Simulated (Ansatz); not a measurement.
# Work function of Hf(0001): what the settings cost and change, part 2 of 2

Aim: the numerical settings behind the work function of Hf(0001), with the cost of each.

Ansatz 0.2.0; plane-wave DFT, PBE, Ansatz PAW.

So far. Step 6 (Run): The work function is 4.464 eV, +0.104 eV from the run “cutoff 420 eV”, at 0.099 times its CPU time. Step 7 (Slab): The work function is 4.348 eV, -0.013 eV from the run “cutoff 420 eV”, at 0.16 times its CPU time.

## (8) Run

input.yaml reads:

```yaml
crystal:
  lattice:
    - [3.2, 0.0, 0.0]
    - [1.6, 2.7712812921, 0.0]
    - [0.0, 0.0, 33.1872]
  atoms:
    - { symbol: Hf, position: [0.0, 0.0, 0.2711888921] }
    - { symbol: Hf, position: [0.6666666667, 0.6666666667, 0.3474592614] }
    - { symbol: Hf, position: [0.0, 0.0, 0.4237296307] }
    - { symbol: Hf, position: [0.6666666667, 0.6666666667, 0.5] }
    - { symbol: Hf, position: [0.0, 0.0, 0.5762703693] }
    - { symbol: Hf, position: [0.6666666667, 0.6666666667, 0.6525407386] }
    - { symbol: Hf, position: [0.0, 0.0, 0.7288111079] }
kpoints:
  mp_grid: { grid: [10, 10, 1] }
hamiltonian:
  xc: pbe
scf:
  occupations: { method: fermi_dirac, width: 0.1 }
  convergence: { dr2_threshold: 1.0e-09 }
efield:
  axis: 3
  dipole_correction: true
  ramp_position: 0.97
  ramp_width: 0.06
output:
  write_potential: true
  write_density: true
  volumetric_format: npy
```

On the command line:

```sh
> ansatz run input.yaml --threads 2 --pin off --max-ram 3072MiB --backend cpu --events-out ev --progress --plain --runs-dir out
```

Numbers of over 12 decimals in the logs are rounded to 6 here.

What it wrote:

```text
[...]
Crystal: 7 atoms, lattice volume = 294.307 Å³
Basis set: ecut = 420 eV, 5811 PW (Γ)
Bands: 110, of which v1, the nominal top of the filled ones, is band 91 counted from 1 (90 counted from 0)
Symmetry: 6 space group operations
k-points: 14 of 100 (time reversal used)
[...]
k-point 0: bands = [... 87 lower, 8.9448, 9.2218, 9.2249, 9.6743, 9.6743, 9.6844, 9.7006, 9.7006, ... 15 higher]
  k-point 1: bands = [... 87 lower, 8.6984, 8.8947, 9.1395, 9.2513, 9.3252, 9.4334, 9.5899, 9.8111, ... 15 higher]
  k-point 2: bands = [... 87 lower, 8.2226, 8.4396, 8.4646, 8.7170, 8.8109, 9.1654, 9.2881, 9.6522, ... 15 higher]
  k-point 13: bands = [... 87 lower, 7.4361, 7.6949, 7.7188, 8.4111, 8.4466, 8.6354, 8.7246, 8.8296, ... 15 higher]
[key lines of the parts left out:]
SCF converged after 13 iterations
Free energy (F): -110047.631515 eV
Fermi energy:    8.635767 eV
Dipole field:    D = 0.000000 V/Å  (p = 0.000000 e·Å, saw-weighted, corrected)
Work function:   Φ+ = 4.3609 eV   Φ− = 4.3609 eV
```

Wall time 88 s (2 threads of Arm Neoverse N1, shared host); peak memory 0.91 GiB; 2.5 min of CPU time.

The work function is 4.361 eV, +0.000 eV from the run “cutoff 420 eV”, at 0.46 times its CPU time.

## (9) Run

input.yaml, as its differences from that of step 8:

```diff
@@ -14,3 +14,3 @@
 kpoints:
-  mp_grid: { grid: [10, 10, 1] }
+  mp_grid: { grid: [22, 22, 1] }
 hamiltonian:
```

What it wrote:

```text
[...]
Crystal: 7 atoms, lattice volume = 294.307 Å³
Basis set: ecut = 420 eV, 5811 PW (Γ)
Bands: 110, of which v1, the nominal top of the filled ones, is band 91 counted from 1 (90 counted from 0)
Symmetry: 6 space group operations
k-points: 52 of 484 (time reversal used)
[...]
k-point 0: bands = [... 87 lower, 8.9434, 9.2214, 9.2251, 9.6727, 9.6727, 9.6848, 9.7004, 9.7004, ... 15 higher]
  k-point 1: bands = [... 87 lower, 8.8833, 9.1450, 9.2023, 9.5843, 9.5911, 9.6813, 9.6944, 9.7197, ... 15 higher]
  k-point 2: bands = [... 87 lower, 8.7327, 8.9429, 9.1531, 9.3115, 9.3783, 9.4777, 9.6137, 9.8141, ... 15 higher]
  k-point 51: bands = [... 87 lower, 7.3054, 7.6277, 7.6298, 8.4640, 8.5332, 8.6265, 8.7985, 8.8160, ... 15 higher]
[key lines of the parts left out:]
SCF converged after 13 iterations
Free energy (F): -110047.635155 eV
Fermi energy:    8.638355 eV
Dipole field:    D = 0.000000 V/Å  (p = 0.000000 e·Å, saw-weighted, corrected)
Work function:   Φ+ = 4.3605 eV   Φ− = 4.3605 eV
```

Wall time 5.5 min (2 threads); peak memory 1.8 GiB; 10 min of CPU time.

The work function is 4.360 eV, -0.000 eV from the run “cutoff 420 eV”, at 1.9 times its CPU time.

## (10) Slab

input.yaml, as its differences from that of step 9:

```diff
@@ -14,3 +14,3 @@
 kpoints:
-  mp_grid: { grid: [22, 22, 1] }
+  mp_grid: { grid: [15, 15, 1] }
 hamiltonian:
@@ -18,3 +18,3 @@
 scf:
-  occupations: { method: fermi_dirac, width: 0.1 }
+  occupations: { method: gaussian, width: 0.05 }
   convergence: { dr2_threshold: 1.0e-09 }
```

What it wrote:

```text
[...]
Crystal: 7 atoms, lattice volume = 294.307 Å³
Basis set: ecut = 420 eV, 5811 PW (Γ)
Bands: 110, of which v1, the nominal top of the filled ones, is band 91 counted from 1 (90 counted from 0)
Symmetry: 6 space group operations
k-points: 27 of 225 (time reversal used)
[...]
k-point 0: bands = [... 87 lower, 8.9244, 9.2009, 9.2075, 9.6551, 9.6551, 9.6677, 9.6798, 9.6798, ... 15 higher]
  k-point 1: bands = [... 87 lower, 8.8044, 9.0431, 9.1626, 9.4516, 9.4870, 9.5759, 9.6493, 9.7551, ... 15 higher]
  k-point 2: bands = [... 87 lower, 8.5399, 8.7017, 8.9425, 9.0979, 9.1115, 9.2538, 9.4710, 9.7753, ... 15 higher]
  k-point 26: bands = [... 87 lower, 7.2676, 7.5877, 7.5886, 8.4724, 8.5738, 8.5824, 8.7837, 8.8022, ... 15 higher]
[key lines of the parts left out:]
SCF converged after 13 iterations
Free energy (F): -110047.493845 eV
Fermi energy:    8.621031 eV
Dipole field:    D = 0.000001 V/Å  (p = 0.000002 e·Å, saw-weighted, corrected)
Work function:   Φ+ = 4.4037 eV   Φ− = 4.4038 eV
```

Elapsed: 2.7 min, on 2 threads; peak memory 1.2 GiB; 5 min of CPU time.

The work function is 4.404 eV, +0.043 eV from the run “cutoff 420 eV”, at 0.91 times its CPU time.

## (11) Run

input.yaml, as its differences from that of step 10:

```diff
@@ -18,3 +18,3 @@
 scf:
-  occupations: { method: gaussian, width: 0.05 }
+  occupations: { method: methfessel_paxton, width: 0.2 }
   convergence: { dr2_threshold: 1.0e-09 }
```

What it wrote:

```text
[...]
Crystal: 7 atoms, lattice volume = 294.307 Å³
Basis set: ecut = 420 eV, 5811 PW (Γ)
Bands: 110, of which v1, the nominal top of the filled ones, is band 91 counted from 1 (90 counted from 0)
Symmetry: 6 space group operations
k-points: 27 of 225 (time reversal used)
[...]
k-point 0: bands = [... 87 lower, 8.9266, 9.2027, 9.2077, 9.6524, 9.6524, 9.6686, 9.6804, 9.6804, ... 15 higher]
  k-point 1: bands = [... 87 lower, 8.8072, 9.0450, 9.1630, 9.4496, 9.4876, 9.5754, 9.6498, 9.7526, ... 15 higher]
  k-point 2: bands = [... 87 lower, 8.5417, 8.7041, 8.9414, 9.0984, 9.1123, 9.2528, 9.4718, 9.7764, ... 15 higher]
  k-point 26: bands = [... 87 lower, 7.2685, 7.5892, 7.5902, 8.4726, 8.5740, 8.5806, 8.7847, 8.8045, ... 15 higher]
[key lines of the parts left out:]
SCF converged after 12 iterations
Free energy (F): -110047.490388 eV
Fermi energy:    8.634301 eV
Dipole field:    D = -0.000000 V/Å  (p = -0.000000 e·Å, saw-weighted, corrected)
Work function:   Φ+ = 4.3883 eV   Φ− = 4.3883 eV
```

Run time: 2.8 min. Hardware: 2 threads; peak memory 1.2 GiB.

The work function is 4.388 eV, +0.028 eV from the run “cutoff 420 eV”, at 0.92 times its CPU time.

## (12) Run

input.yaml, as its differences from that of step 11:

```diff
@@ -18,3 +18,3 @@
 scf:
-  occupations: { method: methfessel_paxton, width: 0.2 }
+  occupations: { method: fermi_dirac, width: 0.3 }
   convergence: { dr2_threshold: 1.0e-09 }
```

What it wrote:

```text
band count auto-derived: 119 (N_el = 182.0; filled up to band 91; 110 by the electrons, moments and atoms)
[...]
Crystal: 7 atoms, lattice volume = 294.307 Å³
Basis set: ecut = 420 eV, 5811 PW (Γ)
Bands: 119, of which v1, the nominal top of the filled ones, is band 91 counted from 1 (90 counted from 0)
Symmetry: 6 space group operations
[...]
k-point 0: bands = [... 87 lower, 8.9792, 9.2626, 9.2667, 9.7233, 9.7241, 9.7241, 9.7417, 9.7417, ... 24 higher]
  k-point 1: bands = [... 87 lower, 8.8491, 9.1018, 9.2238, 9.5265, 9.5421, 9.6258, 9.7037, 9.8240, ... 24 higher]
  k-point 2: bands = [... 87 lower, 8.5979, 8.7511, 9.0081, 9.1484, 9.1725, 9.3076, 9.5235, 9.8363, ... 24 higher]
  k-point 26: bands = [... 87 lower, 7.3266, 7.6255, 7.6267, 8.5130, 8.6125, 8.6480, 8.8478, 8.8507, ... 24 higher]
[key lines of the parts left out:]
SCF converged after 12 iterations
Free energy (F): -110048.815794 eV
Fermi energy:    8.630724 eV
Dipole field:    D = 0.000001 V/Å  (p = 0.000001 e·Å, saw-weighted, corrected)
Work function:   Φ+ = 4.3220 eV   Φ− = 4.3221 eV
```

It took 3 min on 2 threads; peak memory 1.3 GiB.

The work function is 4.322 eV, -0.038 eV from the run “cutoff 420 eV”, at 1.0 times its CPU time.

## (13) Run

input.yaml, as its differences from that of step 12:

```diff
@@ -18,3 +18,3 @@
 scf:
-  occupations: { method: fermi_dirac, width: 0.3 }
+  occupations: { method: cold, width: 0.1 }
   convergence: { dr2_threshold: 1.0e-09 }
```

What it wrote:

```text
[...]
Crystal: 7 atoms, lattice volume = 294.307 Å³
Basis set: ecut = 420 eV, 5811 PW (Γ)
Bands: 110, of which v1, the nominal top of the filled ones, is band 91 counted from 1 (90 counted from 0)
Symmetry: 6 space group operations
k-points: 27 of 225 (time reversal used)
[...]
k-point 0: bands = [... 87 lower, 8.9232, 9.1995, 9.2059, 9.6511, 9.6511, 9.6664, 9.6779, 9.6779, ... 15 higher]
  k-point 1: bands = [... 87 lower, 8.8034, 9.0418, 9.1610, 9.4479, 9.4853, 9.5738, 9.6478, 9.7512, ... 15 higher]
  k-point 2: bands = [... 87 lower, 8.5386, 8.7005, 8.9394, 9.0963, 9.1097, 9.2516, 9.4696, 9.7737, ... 15 higher]
  k-point 26: bands = [... 87 lower, 7.2659, 7.5865, 7.5875, 8.4711, 8.5724, 8.5780, 8.7822, 8.8009, ... 15 higher]
[key lines of the parts left out:]
SCF converged after 13 iterations
Free energy (F): -110047.487693 eV
Fermi energy:    8.623978 eV
Dipole field:    D = -0.000000 V/Å  (p = -0.000000 e·Å, saw-weighted, corrected)
Work function:   Φ+ = 4.4034 eV   Φ− = 4.4034 eV
```

Wall time 2.7 min (2 threads); peak memory 1.2 GiB; 4.9 min of CPU time.

The work function is 4.403 eV, +0.043 eV from the run “cutoff 420 eV”, at 0.89 times its CPU time.

## (14) Side by side

Times are for 2 threads of Arm Neoverse N1, shared host. Results by setting:

```csv
no.,setting,"work function, upper face (eV)",time,memory (GiB)
1,cutoff 200 eV,4.543,70 s,0.58
2,cutoff 300 eV,4.367,1.9 min,0.84
3,cutoff 420 eV,4.360,3 min,1.2
4,cutoff 600 eV,4.360,4.8 min,1.9
5,mesh 3x3,4.464,23 s,0.61
6,mesh 5x5,4.348,35 s,0.67
7,mesh 10x10,4.361,88 s,0.91
8,mesh 22x22,4.360,5.5 min,1.8
9,Gaussian smearing 0.05 eV,4.404,2.7 min,1.2
10,methfessel_paxton smearing 0.2 eV,4.388,2.8 min,1.2
11,fermi_dirac smearing 0.3 eV,4.322,3 min,1.3
12,cold smearing 0.1 eV,4.403,2.7 min,1.2
```

## (15) The same run with other settings

An input spoilt on purpose, to show how the run answers: it repeats the earlier run “cutoff 200 eV” with kpoints.mp_grid.kspacing to 0.3, and scf.max_iter set to 60; its output block differs too.

input.yaml, as its differences from that of step 13:

```diff
@@ -14,3 +14,3 @@
 kpoints:
-  mp_grid: { grid: [15, 15, 1] }
+  mp_grid: { grid: [15, 15, 1], kspacing: 0.3 }
 hamiltonian:
@@ -18,4 +18,5 @@
 scf:
-  occupations: { method: cold, width: 0.1 }
+  occupations: { method: fermi_dirac, width: 0.1 }
   convergence: { dr2_threshold: 1.0e-09 }
+  max_iter: 60
 efield:
@@ -25,2 +26,4 @@
   ramp_width: 0.06
+basis:
+  ecutwfc: "200 eV"
 output:
```

What it wrote:

```text
Error: invalid value for `kpoints.mp_grid.kspacing`: mutually exclusive with `grid` — set one or the other
```

Wall time 0.07 s (2 threads); peak memory 0.07 GiB.

The input was rejected at the start.

The program's message: “Error: invalid value for `kpoints.mp_grid.kspacing`: mutually exclusive with `grid` — set one or the other”

The fault put into the input: a mesh and a spacing both set.

## (16) What came out

```
work function, cutoff 200 eV               : 4.543 eV
work function, cutoff 420 eV               : 4.360 eV
work function, cutoff 600 eV               : 4.360 eV
work function, fermi_dirac smearing 0.3 eV : 4.322 eV
```

The run at the highest cutoff gives 4.36 eV, and the settings tried spread the value from 4.32 to 4.54 eV. Against 600 eV, a cutoff of 200 eV is off by +0.182 eV. Against 600 eV, a cutoff of 420 eV is off by +0.000 eV. Against the finest mesh, 22 points along a, the coarser ones are off by +0.10 (3), -0.01 (5) and +0.00 (10) eV. The smearing schemes and widths spread it over 0.08 eV. The program marks the value as in doubt in “cutoff 200 eV”. The ladder's slabs use the tabulated experimental lattice constant (two decimals; a low-temperature value for the alkali metals). In 1 run of the series (cutoff 200 eV) the program warns that electrons reach the sawtooth's ramp, which makes dipole and work function less sure.

[Logs are printed without paths, hosts, clocks, repeated set-up lines and the standing remarks that a program may print on its own settings, such as how far it seeks lower states.]

[Hosts, paths, dates, database ids (printed as entryN), source tags and the programs' standing remarks are cut or masked in the printed files.]

[Maps of the electrostatic potential energy from Ansatz leave out the sawtooth potential of an applied field or a dipole correction, so their vacuum need not be flat; planar profiles and work functions include it.]
